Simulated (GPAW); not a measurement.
# WSi2P4 monolayer: simulated STM images, part 2 of 2

What would a tunnelling microscope show on WSi2P4 monolayer?

GPAW 26.7.0; GPAW, PAW setups; layer in a repeated cell with vacuum, relaxation of atoms and in-plane cell (the session's first sound run).

So far. Step 2 (Relaxing the atoms): The relaxation lowered the energy of the cell by 1.99 eV (energies extrapolated to zero smearing; the optimiser's log prints free energies). The largest force left on a free atom is 0.012 eV/Å.

## (3) The slab's potential

With the geometry fixed, the planar mean of the potential gives the vacuum level on each side.

This step: GPAW, PAW setups; slab in vacuum (GPAW 26.7.0).

The cell differs from the one that the last finished run ended in (c 22.511 → 23.465 Å).

The input, run.py:

```python
import json
import numpy as np
from ase import Atoms
from ase.dft.stm import STM
from gpaw import GPAW, PW

slab = Atoms(
    ['P', 'Si', 'P', 'W', 'P', 'Si', 'P'],
    positions=[
        [0.00000, -0.00000, 7.00000],
        [-0.00000, 1.99988, 8.03608],
        [-0.00000, 1.99988, 10.30122],
        [0.00000, 0.00000, 11.73232],
        [-0.00000, 1.99988, 13.16341],
        [-0.00000, 1.99988, 15.42855],
        [0.00000, -0.00000, 16.46463]],
    cell=[[3.46389, -0.0, 0.0], [-1.73194, 2.99982, 0.0], [0.0, 0.0, 23.4646]],
    pbc=[True, True, False])

slab.calc = GPAW(mode=PW(400), xc='PBE', kpts={'size': (9, 9, 1), 'gamma': True},
                 occupations={'name': 'fermi-dirac', 'width': 0.05}, nbands='200%',
                 convergence={'density': 1e-05}, maxiter=200,
                 poissonsolver={'dipolelayer': 'xy'},
                 symmetry={'tolerance': 1e-3}, txt='slab.txt')
result = {}
energy = slab.get_potential_energy()
fermi = slab.calc.get_fermi_level()
v = slab.calc.get_electrostatic_potential().mean((0, 1)) - fermi
n = slab.calc.get_pseudo_density().mean((0, 1))
L = slab.cell[2, 2]
z = np.arange(len(v)) * L / len(v)
low, high = slab.positions[:, 2].min(), slab.positions[:, 2].max()
below, above = np.interp([low - 4.8, high + 4.8], z, v)
slopes = [np.interp(x, z, np.gradient(v, z)) for x in (low - 4.8, high + 4.8)]
eps = np.array([[slab.calc.get_eigenvalues(k, s) for k in range(len(slab.calc.get_ibz_k_points()))]
                for s in range(slab.calc.get_number_of_spins())]) - fermi
top, bottom = eps[eps < 0].max(), eps[eps > 0].min()
dipole = slab.get_dipole_moment()[2]
print(f'energy {energy:.4f} eV, Fermi level {fermi:.4f} eV, dipole {dipole:.5f} e A')
print(f'potential 4.8 A off the faces, from the Fermi level: lower {below:.4f} eV, upper {above:.4f} eV')
print(f'slope of the potential there: lower {slopes[0]:.5f}, upper {slopes[1]:.5f} eV/A')
print(f'nearest levels on the mesh: {top:.4f} and {bottom:.4f} eV')
print('magnetic moment', round(slab.get_magnetic_moment(), 3))
result.update(energy=energy, fermi=fermi, dipole=dipole, below=below, above=above, slopes=slopes, edges=[top, bottom],
              z=z.tolist(), v=v.tolist(), n=n.tolist(), positions=slab.positions.tolist(),
              forces=slab.get_forces(apply_constraint=False).tolist(), moments=slab.get_magnetic_moments().tolist())

# Images need the states of the whole zone, up to time reversal
slab.calc = slab.calc.fixed_density(symmetry={'point_group': False}, txt='states.txt', nbands='290%',
                                    convergence={'bands': 'CBM+1.3'})
stm = STM(slab)
result['stm'] = []
for bias in [-1.0, 1.0]:
    height = high + 4.0
    current = stm.get_averaged_current(bias, height)
    x, y, h = stm.scan(bias, current)
    i, f = divmod(height / L * stm.ldos.shape[2], 1)
    I = abs((1 - f) * stm.ldos[:, :, int(i)] + f * stm.ldos[:, :, int(i) + 1])
    print(f'bias {bias} V: mean current at 4.0 A {current:.4e}, corrugation {np.ptp(h):.4f} A')
    result['stm'].append(dict(bias=bias, current=current, h=(h - high).tolist(), I=I.tolist()))
json.dump(result, open('result.json', 'w'))
```

Command:

```console
> OMP_NUM_THREADS=1 OPENBLAS_NUM_THREADS=1 python run.py
```

Output:

```text
energy -45.6239 eV, Fermi level 1.6174 eV, dipole 0.00063 e A
potential 4.8 A off the faces, from the Fermi level: lower 4.8303 eV, upper 4.8198 eV
slope of the potential there: lower -0.00006, upper 0.00006 eV/A
nearest levels on the mesh: -0.4253 and 0.4251 eV
magnetic moment 0.0
bias -1.0 V: mean current at 4.0 A 1.1791e-06, corrugation 0.0781 A
bias 1.0 V: mean current at 4.0 A 2.5361e-07, corrugation 0.0403 A
```

It took 3 min on 1 thread of Arm Neoverse V1, shared host; peak memory 0.5 GiB.

Numbers from this step:

```
dipole along the normal                    : 6.30e-4 e·Å
levels nearest the Fermi level on the mesh : -0.4253, 0.4251 eV from the Fermi level
upper work function                        : 4.820 eV
lower work function                        : 4.830 eV
corrugation -1                             : 0.07810 Å
corrugation 1                              : 0.04028 Å
upper ionisation energy                    : 5.245 eV
```

The electrostatic potential energy of an electron (without an applied field's), less the Fermi level, planar mean oscillates, so the rows of the table below give means over windows of 1.68 Å about each position, cut where the curve ends. Its maxima inside the range that stand out by 2 % of the span (Å: eV): 7.5: -11.4, 9.2: 1.18, 10.9: -7.41, 12.6: -7.42, 14.2: 1.18, 15.9: -11.4. Its minima: 7.0: -15.2, 8.0: -13.4, 10.4: -13.3, 11.7: -20.1, 13.1: -13.3, 15.5: -13.4, 16.4: -15.2.

Electrostatic potential energy of an electron (without an applied field's), less the Fermi level, planar mean against z; means over each step:

```
z (Å)  electrostatic potential energy of an electron (without an applied field's), less the Fermi level, planar mean (eV)
 0.84                                                                                                                4.83
 2.52                                                                                                                4.83
 4.20                                                                                                                4.80
 5.88                                                                                                                1.19
 7.56                                                                                                               -12.5
 9.24                                                                                                               -2.41
10.92                                                                                                               -12.3
12.60                                                                                                               -12.0
14.28                                                                                                               -2.37
15.96                                                                                                               -12.6
17.64                                                                                                                1.64
19.32                                                                                                                4.79
21.00                                                                                                                4.82
22.68                                                                                                                4.82
```

Pseudo valence density, planar mean against z:

z (Å), pseudo valence density, planar mean (e/Å³) and a bar:
```
        3       0.00 
        4       0.00 
        5       0.01 
        6       0.11 ###
        7       0.32 ##########
        8       0.27 ########
        9       0.15 #####
       10       0.27 ########
       11       0.49 ###############
       12       0.99 ##############################
       13       0.34 ##########
       14       0.19 ######
       15       0.19 ######
       16       0.42 #############
       17       0.25 #######
       18       0.02 #
       19       0.00 
       20       0.00
```

Tip height over the top atom over a1 and a2. Sample bias -1 V, constant current at the mean current 4.0 Å over the top atom.

Values in Å, 16 rows by 16 columns:
```
4.038 4.039 4.034 4.023 4.011 3.998 3.986 3.981 3.981 3.986 3.998 4.011 4.023 4.034 4.039 4.038
4.038 4.034 4.023 4.011 4.001 3.989 3.980 3.977 3.980 3.989 4.001 4.011 4.023 4.034 4.038 4.038
4.032 4.023 4.011 4.001 3.990 3.977 3.970 3.970 3.977 3.990 4.001 4.011 4.023 4.032 4.032 4.032
4.020 4.011 4.001 3.990 3.975 3.965 3.963 3.965 3.975 3.990 4.001 4.011 4.020 4.023 4.021 4.023
4.006 3.998 3.989 3.977 3.965 3.961 3.961 3.965 3.977 3.989 3.998 4.006 4.011 4.010 4.010 4.011
3.992 3.986 3.980 3.970 3.963 3.961 3.963 3.970 3.980 3.986 3.992 3.998 4.001 4.000 4.001 3.998
3.982 3.981 3.977 3.970 3.965 3.965 3.970 3.977 3.981 3.982 3.986 3.990 3.990 3.990 3.990 3.986
3.980 3.981 3.980 3.977 3.975 3.977 3.980 3.981 3.980 3.980 3.980 3.979 3.978 3.979 3.980 3.980
3.982 3.986 3.989 3.990 3.990 3.989 3.986 3.982 3.980 3.977 3.972 3.968 3.968 3.972 3.977 3.980
3.992 3.998 4.001 4.001 4.001 3.998 3.992 3.986 3.980 3.972 3.965 3.963 3.965 3.972 3.980 3.986
4.006 4.011 4.011 4.011 4.011 4.006 3.998 3.990 3.979 3.968 3.963 3.963 3.968 3.979 3.990 3.998
4.020 4.023 4.023 4.023 4.020 4.011 4.001 3.990 3.978 3.968 3.965 3.968 3.978 3.990 4.001 4.011
4.032 4.034 4.034 4.032 4.023 4.010 4.000 3.990 3.979 3.972 3.972 3.979 3.990 4.000 4.010 4.023
4.038 4.039 4.038 4.032 4.021 4.010 4.001 3.990 3.980 3.977 3.980 3.990 4.001 4.010 4.021 4.032
4.038 4.038 4.038 4.032 4.023 4.011 3.998 3.986 3.980 3.980 3.986 3.998 4.011 4.023 4.032 4.038
4.037 4.038 4.038 4.032 4.020 4.006 3.992 3.982 3.980 3.982 3.992 4.006 4.020 4.032 4.038 4.038
```
Columns: a1 from 0 to 0.938; rows upwards: a2 from 0 to 0.938.

Local density of states summed over the bias window over a1 and a2. Sample bias -1 V, constant height 4.0 Å over the top atom.

Values in units of 1e-6 arbitrary, 16 rows by 16 columns:
```
1.3 1.3 1.3 1.3 1.2 1.2 1.1 1.1 1.1 1.1 1.2 1.2 1.3 1.3 1.3 1.3
1.3 1.3 1.3 1.2 1.2 1.1 1.1 1.1 1.1 1.1 1.2 1.2 1.3 1.3 1.3 1.3
1.3 1.3 1.2 1.2 1.1 1.1 1.1 1.1 1.1 1.1 1.2 1.2 1.3 1.3 1.3 1.3
1.2 1.2 1.2 1.1 1.1 1.1 1.1 1.1 1.1 1.1 1.2 1.2 1.2 1.3 1.3 1.3
1.2 1.2 1.1 1.1 1.1 1.1 1.1 1.1 1.1 1.1 1.2 1.2 1.2 1.2 1.2 1.2
1.2 1.1 1.1 1.1 1.1 1.1 1.1 1.1 1.1 1.1 1.2 1.2 1.2 1.2 1.2 1.2
1.1 1.1 1.1 1.1 1.1 1.1 1.1 1.1 1.1 1.1 1.1 1.1 1.1 1.1 1.1 1.1
1.1 1.1 1.1 1.1 1.1 1.1 1.1 1.1 1.1 1.1 1.1 1.1 1.1 1.1 1.1 1.1
1.1 1.1 1.1 1.1 1.1 1.1 1.1 1.1 1.1 1.1 1.1 1.1 1.1 1.1 1.1 1.1
1.2 1.2 1.2 1.2 1.2 1.2 1.2 1.1 1.1 1.1 1.1 1.1 1.1 1.1 1.1 1.1
1.2 1.2 1.2 1.2 1.2 1.2 1.2 1.1 1.1 1.1 1.1 1.1 1.1 1.1 1.1 1.2
1.2 1.3 1.3 1.3 1.2 1.2 1.2 1.1 1.1 1.1 1.1 1.1 1.1 1.1 1.2 1.2
1.3 1.3 1.3 1.3 1.3 1.2 1.2 1.1 1.1 1.1 1.1 1.1 1.1 1.2 1.2 1.3
1.3 1.3 1.3 1.3 1.3 1.2 1.2 1.1 1.1 1.1 1.1 1.1 1.2 1.2 1.3 1.3
1.3 1.3 1.3 1.3 1.3 1.2 1.2 1.1 1.1 1.1 1.1 1.2 1.2 1.3 1.3 1.3
1.3 1.3 1.3 1.3 1.2 1.2 1.2 1.1 1.1 1.1 1.2 1.2 1.2 1.3 1.3 1.3
```
Columns: a1 from 0 to 0.938; rows upwards: a2 from 0 to 0.938.

Tip height over the top atom over a1 and a2. Sample bias 1 V, constant current at the mean current 4.0 Å over the top atom.

Ten even steps from '_' (3.976 Å) to '@' (4.016 Å):
```
____..--++****####****++--..____
__..--++****##%%##****++--..____
..--++**##%%@@@@%%##**++--......
--++**##%%@@@@@@%%##**++--::--::
++****%%@@@@@@@@%%****++========
****##@@@@@@@@@@##********++****
####%%@@@@@@@@%%######********##
%%####%%%%%%####%%######%%######
##****####****####**%%%%%%%%**##
**************####%%##**##%%####
++++++++++++****##%%****%%##****
----------==****%%%%##%%%%****==
........::==++**##%%%%##**++==::
______..--==****##**##****==--..
______..::==**########**==::..__
______..--++**##%%##**++--..____
```
Columns: a1 from 0 to 0.938; rows upwards: a2 from 0 to 0.938.

Local density of states summed over the bias window over a1 and a2. Sample bias 1 V, constant height 4.0 Å over the top atom.

Ten even steps from '_' (2.38 × 1e-7 arbitrary) to '@' (2.67 × 1e-7 arbitrary):
```
____..::==++**####**++==::..____
__..--==++**######**++==--..____
__::==++##%%@@@@%%##++==::______
::==++##%%@@@@@@%%##++==::::::::
++++**%%@@@@@@@@%%**++++========
****##@@@@@@@@@@##******++++++**
######@@@@@@@@######****++++****
%%####%%%%%%####%%##**######**##
##****####****####**##%%%%##**##
**++++++++++******####**####****
++========++****##%%****%%##****
::::--::::==++++##%%##%%##++++==
__....__::==++++########++++==::
________::==++**********++==::__
________::==****####****==::____
________::++**##%%##**++::______
```
Columns: a1 from 0 to 0.938; rows upwards: a2 from 0 to 0.938.

The layer is gapped, so the Fermi level lies somewhere inside the gap, set by smearing and numerics, and these work functions are no property of the material; the band edges below the vacuum level are. The potential is flat to 5.7e-5 eV/Å where it is read, so the vacuum is wide enough.

## (4) What came out

```
work function, upper and lower face (Fermi level placed in the gap by the smearing) : 4.820 and 4.830 eV
ionisation energy from the upper face (highest filled level on the mesh)            : 5.25 eV
electron affinity from the upper face (lowest empty Kohn-Sham level on the mesh)    : 4.39 eV
dipole along the normal                                                             : 6.3e-4 e Å
corrugation at -1 V                                                                 : 0.0781 Å
corrugation at 1 V                                                                  : 0.0403 Å
```

What this shows: The corrugation at constant current is largest at -1 V, where the tip height varies by 0.078 Å over the cell. Negative sample bias images filled states, positive bias empty ones. The levels nearest the Fermi level on the mesh lie 0.850 eV apart, so the slab is gapped there: the smearing puts the Fermi level inside the gap, and from either face the ionisation energy is the work function plus 0.43 eV. Both are Kohn-Sham levels on the mesh, and semilocal gaps are too small, so the affinity tends to come out too large and the ionisation energy too small. The images are of Tersoff-Hamann type: an s-wave tip, no tip-sample forces, heights closer than in a microscope. With elements this heavy, spin-orbit coupling can move band edges by tenths of an eV. Biases count from a Fermi level whose place in the gap is arbitrary, so only their reach past the band edges has a meaning. The small printed dipole stands for a step of -11 meV from the lower to the upper face, and the probes find -11 meV; values this small are near the numerical noise of both. The layer's cell and atoms come from the relaxation; spin-orbit coupling and temperature are left out.

[Logs are printed without paths, hosts, clocks, repeated set-up lines and the standing remarks that a program may print on its own settings, such as how far it seeks lower states.]

[Hosts, paths, dates, database ids (printed as entryN), source tags and the programs' standing remarks are cut or masked in the printed files.]
